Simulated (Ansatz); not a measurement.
# Knight shifts in WC (Qusongite)

Aim: the contact shift that conduction electrons give to the nuclei of WC (Qusongite), and how far it is converged.

Main program and level: Ansatz 0.2.0; DFT, PBE, plane-wave PAW, default files (PAW set soft_2), collinear spin, scalar-relativistic.

## Step 1: The starting structure

It takes space group P-6m2 (No. 187, hexagonal). The conventional cell has a = 2.907 Å, b = 2.907 Å, c = 2.837 Å, α = 90.00°, β = 90.00°, γ = 120.00°. Nearest to W lie 6 C at 2.20 Å. Nearest to C lie 6 W at 2.20 Å. Farther neighbours are not listed.

As a file:

```cif
data_structure
_symmetry_space_group_name_H-M 'P-6m2'
_symmetry_Int_Tables_number 187
_cell_length_a 2.9065
_cell_length_b 2.9065
_cell_length_c 2.8366
_cell_angle_alpha 90.000
_cell_angle_beta 90.000
_cell_angle_gamma 120.000
_cell_volume 20.75
loop_
_atom_site_label
_atom_site_type_symbol
_atom_site_symmetry_multiplicity
_atom_site_Wyckoff_symbol
_atom_site_fract_x
_atom_site_fract_y
_atom_site_fract_z
_atom_site_occupancy
W1 W 1 a 0.00000 0.00000 0.00000 1
C1 C 1 f 0.66667 0.33333 0.50000 1
```

The cell is an entry of the Crystallography Open Database; it need not be the form that is stable at ambient conditions.

## Step 2: Applying a field to the spins

A field acting on the spins alone polarises the electrons at the Fermi level, and through exchange the cores. The spin density that this leaves at a nucleus gives the contact field (2μ₀/3) μB ρ_s, and its ratio to B is the isotropic contact shift K; the spin-dipolar anisotropy is not included. The field, 400 T, is far above laboratory fields so that the moment stands clear of numerical noise; it splits the spins by 46 meV, against a smearing of 70 meV. The net moment comes from states near the Fermi level, so the mesh must be dense.

input.yaml

```yaml
crystal:
  lattice:
    - [2.9065, 0.0, 0.0]
    - [-1.45325, 2.5171028361, 0.0]
    - [0.0, 0.0, 2.8366]
  atoms:
    - { symbol: W, position: [0.0, 0.0, 0.0] }
    - { symbol: C, position: [0.6666666667, 0.3333333333, 0.5] }
kpoints:
  mp_grid: { grid: [21, 21, 19] }
scf:
  lower_state_search: "off"
  occupations: { method: fermi_dirac, width: 0.07 }
  convergence: { dr2_threshold: 1.0e-10 }
hamiltonian:
  xc: pbe
output:
  efg: { contact_densities: true }
  forces: false
  dos: { de: 0.02 }
  write_density: true
  write_potential: true
  elf: true
  volumetric_format: npy
magnetization:
  spin_polarized: true
  magnetic_field: 400
```

Run with:

```bash
$ ansatz run input.yaml --threads 4 --pin off --max-ram 8192MiB --backend cpu --events-out ev --progress --plain --runs-dir out
```

Numbers of over 12 decimals in the logs are rounded to 6 here.

What it wrote:

```text
[a pick of lines, long numbers rounded; other set-up, energy and force rows are left out]
Functional definition: PBE
Basis set: ecut = 420 eV, 405 PW (Γ)
Symmetry: 12 space group operations
k-points: 480 of 8379 (time reversal used)
SCF iter   1: F=—  HF=-10637.334077 eV  |F-HF|=—  |Δ(HF+E_count)|=         —  Δρ=6.91e-2 (↑6.90e-2 ↓6.91e-2)  dr2=5.28e0  dr2_m=3.16e-6  M=0.004 μB ∫|m|=0.004 μB  β_m=1.00  ethr=3.10e-3  ⟨swp⟩=5.3  Hψ=71383  notcnv=0  defer=24
preconditioner: auto → none  [metal: Δε(μ)=0.018 eV  Ē_g=13.121 eV  σ=0.070 eV  W_gap=0.07  n_scr=8 (ndim 8)  ℏωp=25.8 eV  f_vac=0.000  D(μ)=0.17/eV (n_scr^D=0)  sad-step TF]
SCF iter   2: F=—  HF=-10636.421112 eV  |F-HF|=—  |Δ(HF+E_count)|=   9.13e-1  Δρ=3.84e-2 (↑3.84e-2 ↓3.84e-2)  dr2=1.59e0  dr2_m=4.21e-7  M=0.005 μB ∫|m|=0.005 μB  β_m=1.00  ethr=3.10e-3  ⟨swp⟩=2.0  Hψ=26483  notcnv=0  defer=1306
SCF iter   3: F=—  HF=-10635.328971 eV  |F-HF|=—  |Δ(HF+E_count)|=    1.09e0  Δρ=2.70e-2 (↑2.70e-2 ↓2.55e-2)  dr2=7.54e-2  dr2_m=1.04e-1  M=0.768 μB ∫|m|=0.768 μB  ethr=3.10e-3  ⟨swp⟩=2.6  Hψ=23175  notcnv=0  defer=1307
SCF iter   4: F=—  HF=-10635.979599 eV  |F-HF|=—  |Δ(HF+E_count)|=         —  Δρ=2.40e-2 (↑2.40e-2 ↓2.22e-2)  dr2=3.32e-2  dr2_m=8.32e-2  M=0.071 μB ∫|m|=0.109 μB  β_m=0.30  ethr=4.19e-4  ⟨swp⟩=2.4  Hψ=26541  notcnv=0  defer=1012
SCF iter   5: F=—  HF=-10636.014089 eV  |F-HF|=—  |Δ(HF+E_count)|=   3.45e-2  Δρ=1.73e-2 (↑1.73e-2 ↓1.58e-2)  dr2=1.42e-2  dr2_m=4.40e-2  M=0.055 μB ∫|m|=0.087 μB  β_m=0.30  ethr=1.85e-4  ⟨swp⟩=1.0  Hψ=13411  notcnv=0  defer=1012
SCF iter   6: F=—  HF=-10636.034869 eV  |F-HF|=—  |Δ(HF+E_count)|=   2.08e-2  Δρ=1.11e-2 (↑1.11e-2 ↓1.11e-2)  dr2=7.52e-4  dr2_m=2.31e-2  M=0.044 μB ∫|m|=0.070 μB  β_m=0.30  ethr=7.88e-5  ⟨swp⟩=2.1  Hψ=18349  notcnv=0  defer=1012
SCF iter   7: F=—  HF=-10636.056294 eV  |F-HF|=—  |Δ(HF+E_count)|=         —  Δρ=5.70e-4 (↑5.70e-4 ↓4.87e-4)  dr2=1.07e-4  dr2_m=9.29e-6  M=0.007 μB ∫|m|=0.007 μB  β_m=1.00  ethr=4.18e-6  ⟨swp⟩=5.2  Hψ=57482  notcnv=0  defer=652
SCF iter   8: F=—  HF=-10636.056303 eV  |F-HF|=—  |Δ(HF+E_count)|=   8.70e-6  Δρ=3.29e-4 (↑3.29e-4 ↓3.19e-4)  dr2=4.41e-5  dr2_m=1.75e-7  M=0.008 μB ∫|m|=0.008 μB  β_m=0.30  ethr=5.92e-7  ⟨swp⟩=1.0  Hψ=22080  notcnv=0  defer=666
SCF iter   9: F=—  HF=-10636.056311 eV  |F-HF|=—  |Δ(HF+E_count)|=   8.22e-6  Δρ=6.54e-5 (↑6.15e-5 ↓6.54e-5)  dr2=1.09e-6  dr2_m=1.10e-7  M=0.008 μB ∫|m|=0.008 μB  β_m=0.30  ethr=2.45e-7  ⟨swp⟩=2.4  Hψ=19481  notcnv=0  defer=666
SCF iter  10: F=—  HF=-10636.056311 eV  |F-HF|=—  |Δ(HF+E_count)|=   1.09e-7  Δρ=4.57e-5 (↑4.46e-5 ↓4.57e-5)  dr2=4.86e-7  dr2_m=6.75e-8  M=0.008 μB ∫|m|=0.008 μB  β_m=0.63  ethr=6.07e-9  ⟨swp⟩=1.0  Hψ=13142  notcnv=0  defer=666
SCF iter  11: F=—  HF=-10636.056312 eV  |F-HF|=—  |Δ(HF+E_count)|=   6.03e-7  Δρ=8.63e-6 (↑3.94e-6 ↓8.63e-6)  dr2=2.36e-8  dr2_m=4.02e-9  M=0.008 μB ∫|m|=0.008 μB  β_m=0.62  ethr=2.70e-9  ⟨swp⟩=2.4  Hψ=19404  notcnv=0  defer=666
SCF iter  12: F=—  HF=-10636.056312 eV  |F-HF|=—  |Δ(HF+E_count)|=   5.16e-9  Δρ=6.42e-6 (↑6.42e-6 ↓2.53e-6)  dr2=1.76e-8  dr2_m=1.35e-9  M=0.008 μB ∫|m|=0.008 μB  β_m=0.52  ethr=1.31e-10  ⟨swp⟩=2.1  Hψ=18041  notcnv=0  defer=666
SCF iter  13: F=—  HF=-10636.056312 eV  |F-HF|=—  |Δ(HF+E_count)|=   2.43e-9  Δρ=3.02e-6 (↑3.02e-6 ↓9.16e-7)  dr2=2.17e-9  dr2_m=5.63e-10  M=0.008 μB ∫|m|=0.008 μB  β_m=0.76  ethr=9.80e-11  ⟨swp⟩=1.3  Hψ=14132  notcnv=0  defer=666
SCF iter  14: F=—  HF=-10636.056312 eV  |F-HF|=—  |Δ(HF+E_count)|=  2.64e-10  Δρ=9.02e-7 (↑9.02e-7 ↓2.92e-7)  dr2=1.35e-10  dr2_m=6.02e-11  M=0.008 μB ∫|m|=0.008 μB  β_m=0.82  ethr=1.21e-11  ⟨swp⟩=2.1  Hψ=17415  notcnv=0  defer=666
SCF iter  15: F=-10636.056312 eV  HF=-10636.056312 eV  |F-HF|=3.64e-12  |Δ(HF+E_count)|=  5.82e-11  Δρ=1.45e-7 (↑1.45e-7 ↓7.63e-8)  dr2=3.75e-12  dr2_m=1.88e-12  M=0.008 μB ∫|m|=0.008 μB  β_m=0.79  ethr=1.00e-12  ⟨swp⟩=5.9  Hψ=40068  notcnv=0
SCF iter  16: F=-10636.056312 eV  HF=-10636.056312 eV  |F-HF|=5.46e-12  |Δ(HF+E_count)|=  1.82e-12  Δρ=2.31e-8 (↑2.31e-8 ↓1.76e-8)  dr2=1.87e-14  dr2_m=7.51e-14  M=0.008 μB ∫|m|=0.008 μB  β_m=0.89  ethr=1.00e-12  ⟨swp⟩=1.0  Hψ=31353  notcnv=0
SCF iter  17: F=-10636.056312 eV  HF=-10636.056312 eV  |F-HF|=0.00e0  |Δ(HF+E_count)|=  1.82e-12  Δρ=3.16e-9 (↑2.80e-9 ↓3.16e-9)  dr2=2.25e-15  dr2_m=1.16e-15  M=0.008 μB ∫|m|=0.008 μB  ethr=1.00e-12  ⟨swp⟩=1.0  Hψ=31347  notcnv=0
SCF converged after 17 iterations
Magnetization: 0.0081 μB (9.0041 up, 8.9959 down)
Absolute magnetization: 0.0081 μB (∫|ρ↑−ρ↓|, with the PAW one-centre terms)
Per-site moments (μB) at R_I (Å): [(0.00340656, 0.906326), (0.00103115, 0.906326)]
Free energy (F): -10636.056312 eV
Fermi energy:    20.585874 eV
--- PAW observables at the nuclei: V_zz in 10²¹ V/m², potentials from the cell's mean, atoms counted from 1 ---
  atom   1  W  V_zz =   -13.295989   η = 0.0000   by run symmetry: allowed
            electrostatic potential = -14818.274883 V   contact ρ = 8822027.024176 e/Å³   contact ρ_s (e/Å³): all electrons +0.004394, valence +0.002051
  atom   2  C  V_zz =    +0.067263   η = 0.0000   by run symmetry: allowed
            electrostatic potential = -431.936204 V   contact ρ = 868.180178 e/Å³   contact ρ_s (e/Å³): all electrons -0.000855, valence -0.000142
--- Band table (eV; the first three rows and the last of 960) ---
  k-point 0 ↑: bands = ["-53.3714", "-17.3889", "-17.2850", "-17.2850", "6.1169", "16.2473", "17.2215", "17.2215", "20.6460", "23.7937", "23.7937", "26.1743", "26.1743", "26.9400", "34.8650"]
  k-point 1 ↑: bands = ["-53.3703", "-17.4102", "-17.2832", "-17.2832", "6.1850", "16.2161", "17.2524", "17.2524", "20.6313", "23.5369", "23.5369", "26.3374", "26.3374", "26.9950", "35.0237"]
  k-point 2 ↑: bands = ["-53.3671", "-17.4713", "-17.2779", "-17.2779", "6.3860", "16.0963", "17.3436", "17.3436", "20.6353", "22.9569", "22.9569", "26.6217", "26.6217", "27.1509", "35.4683"]
  k-point 479 ↓: bands = ["-53.2173", "-17.8860", "-17.7322", "-17.6809", "9.6598", "13.4103", "15.2200", "18.9534", "19.9571", "24.9885", "26.9915", "28.1998", "29.7953", "30.5057", "31.9143"]
```

Wall time 26 s (4 threads of Arm Neoverse N1, shared host); peak memory 0.63 GiB.

The moment is 0.00812 μB a cell, a spin susceptibility of 5.67 × 10⁻⁶ emu per mole of atoms. With 7.769 T for 1 e/Å³:

```
site  nucleus  contact shift (ppm)  from valence states  rest (mostly cores)
   W     183W                   85                   40                   46
   C      13C                  -17                 -2.8                  -14
```

The split depends on the files: semicore shells that they treat as valence count in the first part.

## Step 3: Is the response linear?

The shift is a ratio that holds only while the moment grows in step with the field, so the field is doubled.

Changes to input.yaml since step 2:

```diff
@@ -19,9 +19,4 @@
   forces: false
-  dos: { de: 0.02 }
-  write_density: true
-  write_potential: true
-  elf: true
-  volumetric_format: npy
 magnetization:
   spin_polarized: true
-  magnetic_field: 400
+  magnetic_field: 800
```

What it wrote:

```text
[a pick of lines, long numbers rounded; other set-up, energy and force rows are left out]
[...]
Basis set: ecut = 420 eV, 405 PW (Γ)
[... 1 set-up line as in the run before ...]
k-points: 480 of 8379 (time reversal used)
[...]
SCF converged after 17 iterations
Magnetization: 0.0162 μB (9.0081 up, 8.9919 down)
Absolute magnetization: 0.0162 μB (∫|ρ↑−ρ↓|, with the PAW one-centre terms)
Per-site moments (μB) at R_I (Å): [(0.00677686, 0.906326), (0.00205883, 0.906326)]
Free energy (F): -10636.056593 eV
Fermi energy:    20.587553 eV
[...]
atom   1  W  V_zz =   -13.306280   η = 0.0000   by run symmetry: allowed
[...]
atom   2  C  V_zz =    +0.068326   η = 0.0000   by run symmetry: allowed
[...]
```

Wall time 23 s (4 threads); peak memory 0.62 GiB.

The moment goes from 0.00812 to 0.0162 μB, a factor of 1.99, and the shift of W from 85 to 84 ppm. The response is linear on all sites, to 3 % of the larger of shift and valence part or 3 ppm; the largest move is -1 ppm, on W.

## Step 4: How settled the numbers are

Each row names what differs in the settings from the first run, the PAW files staying the same unless named (PBE, default files (PAW set soft_2), mesh 21×21×19, fermi dirac smearing of 0.07 eV, cutoff 420 eV, 400 T). Shifts in ppm; times on 4 threads of Arm Neoverse N1, shared host.

```
          run   time  χ_s (10⁻⁶ emu/mol)     W     C
    first run   26 s                5.67    85   -17
 cold 0.07 eV   22 s                6.15   188   -30
   mesh 7×7×7  3.6 s                7.03  -691   -30
          LDA   20 s                5.99   166   -14
       PBEsol   23 s                5.83   102   -16
mesh 11×11×10  6.3 s                4.77   526  -2.9
```

## Step 5: Outcome

```
183W contact shift  : 85 ppm
13C contact shift   : -17 ppm
spin susceptibility : 5.67 × 10⁻⁶ emu per mole of atoms
```

**Reading.** The spin part of the Knight shift is 85 ppm on W and -17 ppm on C in the first run. For its size, with shifts under 60 ppm counted as 60, W moves most with the settings. Another form of smearing at the same width (cold) changes the shift of W by +103 ppm; it is narrower in effect than Fermi-Dirac smearing, so mesh noise enters. No row of the table has a finer mesh on this cell, so the value may still hold a sampling error; the coarser mesh 11×11×10 differs by +441 ppm on W. Another functional changes the shift of W by +81 ppm (LDA) and +17 ppm (PBEsol). Over the rows of this table on the first cell the shift spans -691 to 526 ppm on W and -30 to -2.9 ppm on C. On W the runs differ even in sign. 1 further run of this session (failed, refused or on trial settings) is not shown. The orbital shift is left out; on d- and f-block metals such as W it can be large. Spin-orbit coupling is missing.

[Logs are printed without paths, hosts, clocks, repeated set-up lines and the standing remarks that a program may print on its own settings, such as how far it seeks lower states.]

[Hosts, paths, dates, database ids (printed as entryN), source tags and the programs' standing remarks are cut or masked in the printed files.]
